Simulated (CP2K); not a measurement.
Consider water trimer at its PBE geometry (Å).

```xyz
9

O    -0.9365   -1.1401   -0.5614
O     1.0827    0.6956   -1.0151
O     0.0766    0.2388    1.5505
H    -1.8087   -0.8984   -0.9122
H    -0.2941   -0.5413   -1.0215
H     0.8756    1.5969   -1.3112
H     0.9749    0.7257   -0.0300
H     0.4633   -0.2581    2.2890
H    -0.4337   -0.4191    1.0119
```

Method: CP2K XAS_TDP, all-electron GAPW, PBEh(45%), aug-cc-pVDZ, TDA, no relativity.

Question: Where do the O K-edge lines lie, and how strong are they?

Leading lines: O1 529.98 eV, O2 530.00 eV and O3 529.96 eV. The leading line of an atom is its first one with 35 % of the strongest within 2.5 eV of its lowest line over the strength cut. 

The first six lines of each atom with a strength over 0.0015:

| atom | energy (eV) | states | strength, one atom |
| --- | --- | --- | --- |
| O1 (bonded to 2 H, gives 1 H bond, takes 1) | 529.98 | 1 | 0.0143 |
|  | 531.71 | 1 | 0.0102 |
|  | 532.03 | 1 | 0.0093 |
|  | 532.62 | 1 | 0.0063 |
|  | 533.20 | 1 | 0.0045 |
|  | 533.42 | 1 | 0.0088 |
| O2 (bonded to 2 H, gives 1 H bond, takes 1) | 530.00 | 1 | 0.0141 |
|  | 531.71 | 1 | 0.0111 |
|  | 531.97 | 1 | 0.0098 |
|  | 532.76 | 1 | 0.0057 |
|  | 533.07 | 1 | 0.0052 |
|  | 533.43 | 1 | 0.0072 |
| O3 (bonded to 2 H, gives 1 H bond, takes 1) | 529.96 | 1 | 0.0133 |
|  | 531.43 | 1 | 0.0085 |
|  | 531.91 | 1 | 0.0090 |
|  | 532.70 | 1 | 0.0076 |
|  | 533.00 | 1 | 0.0049 |
|  | 533.02 | 1 | 0.0074 |

Lines are vertical, at one geometry, with no vibrational structure. Without a correction of the core level, line positions, and the gaps between valence and Rydberg lines, follow the share of exact exchange. At this level such K lines come out 3 to 6 eV under measured ones. These values hold no scalar relativity, about 0.4 eV for O 1s. Rydberg lines, and the discretised continuum above threshold, depend on the basis and the box. This is one low-energy arrangement of the cluster, relaxed without a dispersion correction; others exist.

[Banner, clock and machine lines of the logs are left out without a mark of their own.]

[Logs are printed without paths, hosts, clocks, repeated set-up lines and the standing remarks that a program may print on its own settings, such as how far it seeks lower states.]

[Hosts, paths, dates, database ids (printed as entryN), source tags and the programs' standing remarks are cut or masked in the printed files.]
